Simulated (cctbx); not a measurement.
# Which space group?

Cell: a = 6.1230 Å, b = 6.1230 Å, c = 6.1230 Å, α = 90.00°, β = 90.00°, γ = 90.00°. Expected content of the cell: Nd3 Na1 N1.

Simulated single-crystal data (cctbx): Mo Kα, λ = 0.71073 Å, to d = 0.6 Å, 80 % of the full sphere, strongest reflection 70000 counts, noise from counting, a 4 % proportional error and a noise floor of 4 counts (s.d.); no absorption.

A first pass over the reflections prints:

```text
3533 reflections to d = 0.600 A
centring   violations  <I/sigma> of those
    A       1729 of  1729     20.6
    B       1740 of  1740     20.6
    C       1735 of  1735     20.5
    I       1750 of  1750     22.0
    R       2338 of  2338     21.6
    F       2602 of  2602     20.5
Laue class    unique    Rint  (classes that these axes allow; Friedel mates merged)
P -1             2151   0.024
P 1 2/m 1        1193   0.028
P 1 1 2/m        1197   0.028
P 2/m 1 1        1197   0.028
P m m m           687   0.030
P 4/m             606   0.031
P 4/m m m         378   0.032
R -3 :R           746   0.030
R -3 m :R         435   0.031
P m -3            233   0.033
P m -3 m          150   0.033
space group    extra absences  I>4sigma  <I/sigma>
P 4 3 2                 0          0         -  acentric
P -4 3 m                0          0         -  acentric
P m -3 m                0          0         -  centric
Wilson B = 0.30 A^2   <|E^2-1|> = 0.790 (0.968 centric, 0.736 acentric)   E^2>4: 0.0 %
shell (A)         n   <I/sigma>
 6.12 - 1.20     28     85.7
 1.20 - 0.95     20     98.2
 0.95 - 0.83     20     95.9
 0.83 - 0.76     14    103.4
 0.76 - 0.70     19    101.2
 0.70 - 0.66     15     98.6
 0.66 - 0.63     15    105.7
 0.63 - 0.60     19     96.4
```

**Question.** What are the lattice type, the Laue class and the likely space group?

Every centring test has many violations, so the lattice is primitive.

Rint stays low (0.024 to 0.033) up to P m -3 m, the highest class in these axes.

3 settings pass the absence test. No glide or screw absences show, which leaves P 4 3 2, P -4 3 m and P m -3 m.

⟨|E²−1|⟩ = 0.790 leans to a non-centrosymmetric structure. Here that hint misleads: the statistic assumes many like atoms on general positions, and few, heavy or special-position atoms break it. The Wilson B of 0.30 Å² means U ≈ 0.0038 Å².

The true group is Pm-3m (no. 221), Laue class m-3m, centrosymmetric. The tables only narrow the choice to the tied entries; cell content, site symmetry and trial solutions must settle it.

The model is made up (kin elements in a known structure type, no relaxation), so it says nothing on whether the phase exists.

[Logs are printed without paths, hosts, clocks, repeated set-up lines and the standing remarks that a program may print on its own settings, such as how far it seeks lower states.]
